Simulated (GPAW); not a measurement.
# 1T-PbSeTe monolayer in an electric field

Wanted: the out-of-plane polarisability of 1T-PbSeTe monolayer.

Calculated with GPAW 26.7.0; GPAW, PAW setups; layer in a repeated cell with vacuum, relaxation of atoms and in-plane cell, in the first sound run; inputs show where later runs differ.

Most raw output is cut from this account.

## Step 1: Set-up

The cell holds 3 atoms: 1 Te, 1 Pb and 1 Se. Cell: a = 3.750 Å, b = 3.750 Å, c = 20.953 Å, α = 90.0°, β = 90.0°, γ = 120.0°. Vacuum lies along c.

## Step 2: Relaxation

Forces are removed first; all later runs use this geometry.

The input, run.py:

```python
import json
import numpy as np
from ase import Atoms
from ase.filters import FrechetCellFilter
from ase.optimize import BFGS
from gpaw import GPAW, PW

slab = Atoms(
    ['Te', 'Pb', 'Se'],
    positions=[
        [1.87497, 1.08252, 9.00000],
        [0.00000, 0.00000, 10.63659],
        [-0.00000, 2.16503, 11.95333]],
    cell=[[3.74994, 0.0, 0.0], [-1.87497, 3.24755, 0.0], [0.0, 0.0, 20.9533]],
    pbc=[True, True, True])

slab.calc = GPAW(mode=PW(600), xc='PBE', kpts={'size': (9, 9, 1), 'gamma': True},
                 occupations={'name': 'fermi-dirac', 'width': 0.05}, nbands='200%',
                 convergence={'density': 1e-05}, maxiter=200,
                 symmetry={'tolerance': 1e-3}, txt='slab.txt')
result = {}
# The in-plane cell is free; stress needs a cell that repeats along all three vectors
path = []
opt = BFGS(FrechetCellFilter(slab, mask=[1, 1, 0, 0, 0, 1]), maxstep=0.2)
opt.attach(lambda: path.append((slab.get_potential_energy(), slab.positions.tolist(), slab.get_forces().tolist())))
result['relaxed'] = bool(opt.run(fmax=0.02, steps=45))
result['path'] = path
result['cell'] = slab.cell.tolist()
print('in-plane lattice', slab.cell.cellpar().round(4)[[0, 1, 5]])
energy = slab.get_potential_energy()
fermi = slab.calc.get_fermi_level()
v = slab.calc.get_electrostatic_potential().mean((0, 1)) - fermi
n = slab.calc.get_pseudo_density().mean((0, 1))
L = slab.cell[2, 2]
z = np.arange(len(v)) * L / len(v)
low, high = slab.positions[:, 2].min(), slab.positions[:, 2].max()
below, above = np.interp([low - 6.8, high + 6.8], z, v)
slopes = [np.interp(x, z, np.gradient(v, z)) for x in (low - 6.8, high + 6.8)]
eps = np.array([[slab.calc.get_eigenvalues(k, s) for k in range(len(slab.calc.get_ibz_k_points()))]
                for s in range(slab.calc.get_number_of_spins())]) - fermi
top, bottom = eps[eps < 0].max(), eps[eps > 0].min()
dipole = slab.get_dipole_moment()[2]
print(f'energy {energy:.4f} eV, Fermi level {fermi:.4f} eV, dipole {dipole:.5f} e A')
print(f'potential 6.8 A off the faces, from the Fermi level: lower {below:.4f} eV, upper {above:.4f} eV')
print(f'slope of the potential there: lower {slopes[0]:.5f}, upper {slopes[1]:.5f} eV/A')
print(f'nearest levels on the mesh: {top:.4f} and {bottom:.4f} eV')
print('magnetic moment', round(slab.get_magnetic_moment(), 3))
result.update(energy=energy, fermi=fermi, dipole=dipole, below=below, above=above, slopes=slopes, edges=[top, bottom],
              z=z.tolist(), v=v.tolist(), n=n.tolist(), positions=slab.positions.tolist(),
              forces=slab.get_forces(apply_constraint=False).tolist(), moments=slab.get_magnetic_moments().tolist())
json.dump(result, open('result.json', 'w'))
```

Launch:

```console
OMP_NUM_THREADS=1 OPENBLAS_NUM_THREADS=1 python run.py
```

The job ended after 14 min (1 thread of Arm Neoverse V1, shared host; peak memory 0.46 GiB).

Numbers from this step:

```yaml
dipole_along_the_normal: -0.03772 e·Å
levels_nearest_the_fermi_level_on_the_mesh: -0.02803, 0.05387 eV from the Fermi level
```

The electrostatic potential energy of an electron (without an applied field's), less the Fermi level, planar mean by z:

```tsv
z (Å)	electrostatic potential energy of an electron (without an applied field's), less the Fermi level, planar mean (eV)
0.0	5.44
0.5	5.43
1.0	5.42
1.5	5.41
2.0	5.40
2.5	5.39
3.0	5.37
3.5	5.36
4.0	5.35
4.5	5.34
5.0	5.33
5.5	5.31
6.0	5.27
6.5	5.15
7.0	4.69
7.5	2.92
8.0	-3.31
8.5	-13.8
9.0	-8.42
9.5	-1.02
10.0	-3.55
10.5	-13.7
11.0	-11.1
11.5	-3.24
12.0	-7.93
12.5	-9.63
13.0	0.903
13.5	4.50
14.0	5.35
14.5	5.53
15.0	5.57
15.5	5.56
16.0	5.56
16.5	5.54
17.0	5.53
17.5	5.52
18.0	5.51
18.5	5.50
19.0	5.49
19.5	5.48
20.0	5.46
20.5	5.45
```

Table of pseudo valence density, planar mean by z:

```tsv
z (Å)	pseudo valence density, planar mean (e/Å³)
4.5	2.3e-5
5.0	9.6e-5
5.5	3.9e-4
6.0	0.00160
6.5	0.00646
7.0	0.0255
7.5	0.0921
8.0	0.222
8.5	0.101
9.0	0.229
9.5	0.224
10.0	0.302
10.5	0.787
11.0	0.625
11.5	0.324
12.0	0.289
12.5	0.208
13.0	0.186
13.5	0.0540
14.0	0.0124
14.5	0.00278
15.0	6.4e-4
15.5	1.5e-4
16.0	3.5e-5
```

The relaxation lowered the energy of the cell by 2.38 eV (energies extrapolated to zero smearing; the optimiser's log prints free energies). The largest force left on a free atom is 0.013 eV/Å.

## Step 3: Plane waves, PBE

With the geometry fixed, the planar mean of the potential gives the vacuum level on each side.

This step: GPAW, PAW setups; slab in vacuum (GPAW 26.7.0).

The cell differs from the one that the last finished run ended in (c 20.953 → 21.712 Å).

Edit run.py of step 2 so:

```diff
@@ -3,4 +3,2 @@
 from ase import Atoms
-from ase.filters import FrechetCellFilter
-from ase.optimize import BFGS
 from gpaw import GPAW, PW
@@ -10,21 +8,14 @@
     positions=[
-        [1.87497, 1.08252, 9.00000],
-        [0.00000, 0.00000, 10.63659],
-        [-0.00000, 2.16503, 11.95333]],
-    cell=[[3.74994, 0.0, 0.0], [-1.87497, 3.24755, 0.0], [0.0, 0.0, 20.9533]],
-    pbc=[True, True, True])
+        [2.01710, 1.16458, 9.00000],
+        [-0.00000, 0.00000, 11.07705],
+        [0.00000, 2.32915, 12.71216]],
+    cell=[[4.0342, -0.0, 0.0], [-2.0171, 3.49373, 0.0], [0.0, 0.0, 21.7122]],
+    pbc=[True, True, False])
 
-slab.calc = GPAW(mode=PW(600), xc='PBE', kpts={'size': (9, 9, 1), 'gamma': True},
+slab.calc = GPAW(mode=PW(400), xc='PBE', kpts={'size': (9, 9, 1), 'gamma': True},
                  occupations={'name': 'fermi-dirac', 'width': 0.05}, nbands='200%',
                  convergence={'density': 1e-05}, maxiter=200,
+                 poissonsolver={'dipolelayer': 'xy'},
                  symmetry={'tolerance': 1e-3}, txt='slab.txt')
 result = {}
-# The in-plane cell is free; stress needs a cell that repeats along all three vectors
-path = []
-opt = BFGS(FrechetCellFilter(slab, mask=[1, 1, 0, 0, 0, 1]), maxstep=0.2)
-opt.attach(lambda: path.append((slab.get_potential_energy(), slab.positions.tolist(), slab.get_forces().tolist())))
-result['relaxed'] = bool(opt.run(fmax=0.02, steps=45))
-result['path'] = path
-result['cell'] = slab.cell.tolist()
-print('in-plane lattice', slab.cell.cellpar().round(4)[[0, 1, 5]])
 energy = slab.get_potential_energy()
```

The job ended after 31 s (1 thread; peak memory 0.23 GiB).

This step gave:

| Item | Value |
| --- | --- |
| dipole along the normal | -0.02704 e·Å |
| levels nearest the Fermi level on the mesh | -0.02793, 0.05323 eV from the Fermi level |
| upper work function | 5.620 eV |
| lower work function | 5.276 eV |

The electrostatic potential energy of an electron (without an applied field's), less the Fermi level, planar mean by z:

z (Å), electrostatic potential energy of an electron (without an applied field's), less the Fermi level, planar mean (eV) and a bar from the least value:
```
        0        5.4 ##############################
        1        5.3 #############################
        2        5.3 #############################
        3        5.3 #############################
        4        5.3 #############################
        5        5.3 #############################
        6        5.3 #############################
        7        5.1 #############################
        8        2.2 #########################
        9      -14.5 #
       10       -0.7 #####################
       11      -14.9 
       12       -3.1 #################
       13       -7.2 ###########
       14        4.8 #############################
       15        5.6 ##############################
       16        5.6 ##############################
       17        5.6 ##############################
       18        5.6 ##############################
       19        5.6 ##############################
       20        5.6 ##############################
       21        5.6 ##############################
```

Table of pseudo valence density, planar mean by z:

```tsv
z (Å)	pseudo valence density, planar mean (e/Å³)
0.00	0
0.62	0
1.24	9.1e-7
1.65	1.2e-6
2.27	-1.4e-6
2.89	1.8e-6
3.52	-1.1e-6
4.14	4.2e-6
4.55	9.9e-6
5.17	4.9e-5
5.79	2.8e-4
6.41	0.00161
7.03	0.00914
7.65	0.0494
8.06	0.134
8.68	0.189
9.31	0.199
9.93	0.219
10.55	0.383
10.96	0.859
11.58	0.441
12.20	0.322
12.82	0.171
13.44	0.171
13.85	0.0599
14.47	0.00971
15.10	0.00154
15.72	2.5e-4
16.34	4.1e-5
16.96	7.3e-6
17.37	3.1e-6
17.99	-1.1e-6
18.61	1.8e-6
19.23	-1.6e-6
19.85	1.5e-6
20.26	1.3e-6
20.89	0
21.51	0
```

The potential is flat to 3.9e-5 eV/Å where it is read, so the vacuum is wide enough.

## Step 4: Field on

A uniform field along the normal polarises the slab; the atoms stay fixed, so this is the electronic response alone.

Edit run.py of step 3 so:

```diff
@@ -4,2 +4,3 @@
 from gpaw import GPAW, PW
+from gpaw.external import ConstantElectricField
 
@@ -18,2 +19,3 @@
                  poissonsolver={'dipolelayer': 'xy'},
+                 external=ConstantElectricField(-0.2, [0, 0, 1]),
                  symmetry={'tolerance': 1e-3}, txt='slab.txt')
```

The job ended after 99 s (1 thread; peak memory 0.35 GiB).

Numbers from this step:

```yaml
dipole_along_the_normal: -0.1216 e·Å
levels_nearest_the_fermi_level_on_the_mesh: -0.02991, 0.05275 eV from the Fermi level
potential_below_the_slab_the_applied_field_s_own_ramp_left_out: 4.644 eV from the Fermi level
potential_above_the_slab_the_applied_field_s_own_ramp_left_out: 6.206 eV from the Fermi level
```

The electrostatic potential energy of an electron (without an applied field's), less the Fermi level, planar mean by z:

```tsv
z (Å)	electrostatic potential energy of an electron (without an applied field's), less the Fermi level, planar mean (eV)
0.0	5.42
0.5	4.64
1.0	4.64
1.5	4.64
2.0	4.64
2.5	4.64
3.0	4.64
3.5	4.64
4.0	4.64
4.5	4.64
5.0	4.64
5.5	4.64
6.0	4.63
6.5	4.60
7.0	4.46
7.5	3.89
8.0	1.62
8.5	-5.93
9.0	-14.9
9.5	-6.51
10.0	-0.918
10.5	-5.37
11.0	-14.8
11.5	-8.77
12.0	-2.85
12.5	-9.62
13.0	-6.78
13.5	2.54
14.0	5.34
14.5	6.00
15.0	6.16
15.5	6.19
16.0	6.20
16.5	6.21
17.0	6.21
17.5	6.21
18.0	6.21
18.5	6.21
19.0	6.21
19.5	6.21
20.0	6.21
20.5	6.21
21.0	6.21
21.5	5.89
```

The dipole is now -0.122 e Å, against -0.027 in the run without a field.

## Step 5: Field on

Edit run.py of step 4 so:

```diff
@@ -19,3 +19,3 @@
                  poissonsolver={'dipolelayer': 'xy'},
-                 external=ConstantElectricField(-0.2, [0, 0, 1]),
+                 external=ConstantElectricField(-0.1, [0, 0, 1]),
                  symmetry={'tolerance': 1e-3}, txt='slab.txt')
```

Wall time 99 s (1 thread); peak memory 0.35 GiB.

Numbers from this step:

* dipole along the normal: -0.07420 e·Å
* levels nearest the Fermi level on the mesh: -0.02892, 0.05300 eV from the Fermi level
* potential below the slab, the applied field's own ramp left out: 4.959 eV from the Fermi level
* potential above the slab, the applied field's own ramp left out: 5.912 eV from the Fermi level

Table of electrostatic potential energy of an electron (without an applied field's), less the Fermi level, planar mean by z:

```tsv
z (Å)	electrostatic potential energy of an electron (without an applied field's), less the Fermi level, planar mean (eV)
0	5.44
1	4.96
2	4.96
3	4.96
4	4.96
5	4.96
6	4.95
7	4.77
8	1.89
9	-14.7
10	-0.833
11	-14.9
12	-2.97
13	-6.99
14	5.06
15	5.87
16	5.91
17	5.91
18	5.91
19	5.91
20	5.91
21	5.91
```

The dipole is now -0.0742 e Å, against -0.027 in the run without a field.

## Step 6: In a field

Edit run.py of step 5 so:

```diff
@@ -19,3 +19,3 @@
                  poissonsolver={'dipolelayer': 'xy'},
-                 external=ConstantElectricField(-0.1, [0, 0, 1]),
+                 external=ConstantElectricField(-0.05, [0, 0, 1]),
                  symmetry={'tolerance': 1e-3}, txt='slab.txt')
```

It took 98 s on 1 thread; peak memory 0.35 GiB.

## Step 7: In a field

Edit run.py of step 6 so:

```diff
@@ -19,3 +19,3 @@
                  poissonsolver={'dipolelayer': 'xy'},
-                 external=ConstantElectricField(-0.05, [0, 0, 1]),
+                 external=ConstantElectricField(0.05, [0, 0, 1]),
                  symmetry={'tolerance': 1e-3}, txt='slab.txt')
```

Elapsed: 99 s, on 1 thread; peak memory 0.35 GiB.

The electrostatic potential energy of an electron (without an applied field's), less the Fermi level, planar mean by z:

```tsv
z (Å)	electrostatic potential energy of an electron (without an applied field's), less the Fermi level, planar mean (eV)
0	5.45
1	5.44
2	5.44
3	5.44
4	5.44
5	5.43
6	5.42
7	5.24
8	2.29
9	-14.4
10	-0.706
11	-14.9
12	-3.13
13	-7.30
14	4.66
15	5.43
16	5.47
17	5.47
18	5.47
19	5.47
20	5.47
21	5.47
```

## Step 8: Field on

Edit run.py of step 7 so:

```diff
@@ -19,3 +19,3 @@
                  poissonsolver={'dipolelayer': 'xy'},
-                 external=ConstantElectricField(0.05, [0, 0, 1]),
+                 external=ConstantElectricField(0.1, [0, 0, 1]),
                  symmetry={'tolerance': 1e-3}, txt='slab.txt')
```

Wall time 1.7 min (1 thread); peak memory 0.35 GiB.

Table of electrostatic potential energy of an electron (without an applied field's), less the Fermi level, planar mean by z:

```tsv
z (Å)	electrostatic potential energy of an electron (without an applied field's), less the Fermi level, planar mean (eV)
0.0	5.46
0.5	5.59
1.0	5.59
1.5	5.59
2.0	5.59
2.5	5.59
3.0	5.59
3.5	5.59
4.0	5.59
4.5	5.59
5.0	5.59
5.5	5.59
6.0	5.58
6.5	5.54
7.0	5.39
7.5	4.78
8.0	2.43
8.5	-5.24
9.0	-14.3
9.5	-6.10
10.0	-0.663
10.5	-5.27
11.0	-14.9
11.5	-8.96
12.0	-3.19
12.5	-10.1
13.0	-7.40
13.5	1.80
14.0	4.52
14.5	5.15
15.0	5.29
15.5	5.32
16.0	5.33
16.5	5.33
17.0	5.33
17.5	5.33
18.0	5.33
18.5	5.33
19.0	5.33
19.5	5.33
20.0	5.33
20.5	5.33
21.0	5.33
21.5	5.38
```

The dipole is now 0.0207 e Å, against -0.027 in the run without a field.

## Step 9: Field on

Edit run.py of step 8 so:

```diff
@@ -19,3 +19,3 @@
                  poissonsolver={'dipolelayer': 'xy'},
-                 external=ConstantElectricField(0.1, [0, 0, 1]),
+                 external=ConstantElectricField(0.2, [0, 0, 1]),
                  symmetry={'tolerance': 1e-3}, txt='slab.txt')
```

It took 100 s on 1 thread; peak memory 0.35 GiB.

Electrostatic potential energy of an electron (without an applied field's), less the Fermi level, planar mean against z:

```tsv
z (Å)	electrostatic potential energy of an electron (without an applied field's), less the Fermi level, planar mean (eV)
0	5.48
1	5.91
2	5.91
3	5.91
4	5.91
5	5.91
6	5.90
7	5.70
8	2.70
9	-14.1
10	-0.579
11	-14.9
12	-3.30
13	-7.61
14	4.25
15	5.00
16	5.04
17	5.04
18	5.04
19	5.04
20	5.04
21	5.04
```

The dipole is now 0.0682 e Å, against -0.027 in the run without a field.

## Step 10: Field on

Edit run.py of step 9 so:

```diff
@@ -19,3 +19,3 @@
                  poissonsolver={'dipolelayer': 'xy'},
-                 external=ConstantElectricField(0.2, [0, 0, 1]),
+                 external=ConstantElectricField(0.3, [0, 0, 1]),
                  symmetry={'tolerance': 1e-3}, txt='slab.txt')
```

The job ended after 1.8 min (1 thread; peak memory 0.35 GiB).

The electrostatic potential energy of an electron (without an applied field's), less the Fermi level, planar mean by z:

```tsv
z (Å)	electrostatic potential energy of an electron (without an applied field's), less the Fermi level, planar mean (eV)
0	5.49
1	6.24
2	6.24
3	6.24
4	6.24
5	6.24
6	6.22
7	6.01
8	2.97
9	-13.9
10	-0.494
11	-14.9
12	-3.41
13	-7.82
14	3.98
15	4.71
16	4.75
17	4.75
18	4.75
19	4.75
20	4.75
21	4.75
```

The dipole is now 0.116 e Å, against -0.027 in the run without a field.

## Step 11: The series

The members are put on one axis.

This step: induced dipole against applied field (GPAW 26.7.0).

Dipole along the normal against field:

```tsv
field (V/Å)	dipole along the normal (e·Å)
-0.200	-0.122
-0.100	-0.0742
-0.050	-0.0505
0.000	-0.0270
0.050	-0.00303
0.100	0.0207
0.200	0.0682
0.300	0.116
```

## Step 12: A changed run

One more run, with changed settings.

This step: GPAW, PAW setups; slab in vacuum (GPAW 26.7.0).

Edit run.py of step 10 so:

```diff
@@ -4,3 +4,2 @@
 from gpaw import GPAW, PW
-from gpaw.external import ConstantElectricField
 
@@ -15,7 +14,6 @@
 
-slab.calc = GPAW(mode=PW(400), xc='PBE', kpts={'size': (9, 9, 1), 'gamma': True},
+slab.calc = GPAW(mode=PW(60), xc='PBE', kpts={'size': (9, 9, 1), 'gamma': True},
                  occupations={'name': 'fermi-dirac', 'width': 0.05}, nbands='200%',
-                 convergence={'density': 1e-05}, maxiter=200,
+                 convergence={'density': 1e-05}, maxiter=100,
                  poissonsolver={'dipolelayer': 'xy'},
-                 external=ConstantElectricField(0.3, [0, 0, 1]),
                  symmetry={'tolerance': 1e-3}, txt='slab.txt')
```

The job ended after 12 s (1 thread; peak memory 0.12 GiB).

The run finished. A setting was moved off its sound value on purpose, so it serves as a test and not as the result.

The fault put into the input: a cutoff far too low (ecut = 60).

Side by side:

```tsv
quantity	this run	sound run	difference
dipole along the normal (e·Å)	-0.064967	-0.027039	-0.0379
```

The two runs differ clearly in the dipole along the normal: -0.0650 e·Å against -0.0270 e·Å.

## Step 13: Outcome

```json
{
 "work function, upper and lower face": "5.620 and 5.276 eV",
 "dipole along the normal": "-0.0270 e Å",
 "induced dipole per field": "0.475 e Å per V/Å",
 "out-of-plane polarisability per area, α/(ε0 A)": "6.10 Å"
}
```

**Reading.** The field induces 0.475 e Å per V/Å, a polarisable thickness α/(ε0 A) of 6.10 Å beside 3.71 Å between the outermost nuclei. A perfect conductor would give the distance between its two image planes; a dielectric of thickness t gives t(1 - 1/ε). The two faces differ by 0.34 eV, the step that the slab's dipole makes (e p/(ε0 A) gives 0.35 eV), so the dipole layer is needed. The induced dipole is linear in the field over this range. The starting lattice was a guess from atomic radii; the relaxation moved it by 8 %. The relaxation of atoms and cell ran in a fully periodic cell without the dipole layer, so the atoms of this polar layer felt a small spurious field. The layer's cell and atoms come from the relaxation; spin-orbit coupling and temperature are left out.

[Logs are printed without paths, hosts, clocks, repeated set-up lines and the standing remarks that a program may print on its own settings, such as how far it seeks lower states.]

[Hosts, paths, dates, database ids (printed as entryN), source tags and the programs' standing remarks are cut or masked in the printed files.]
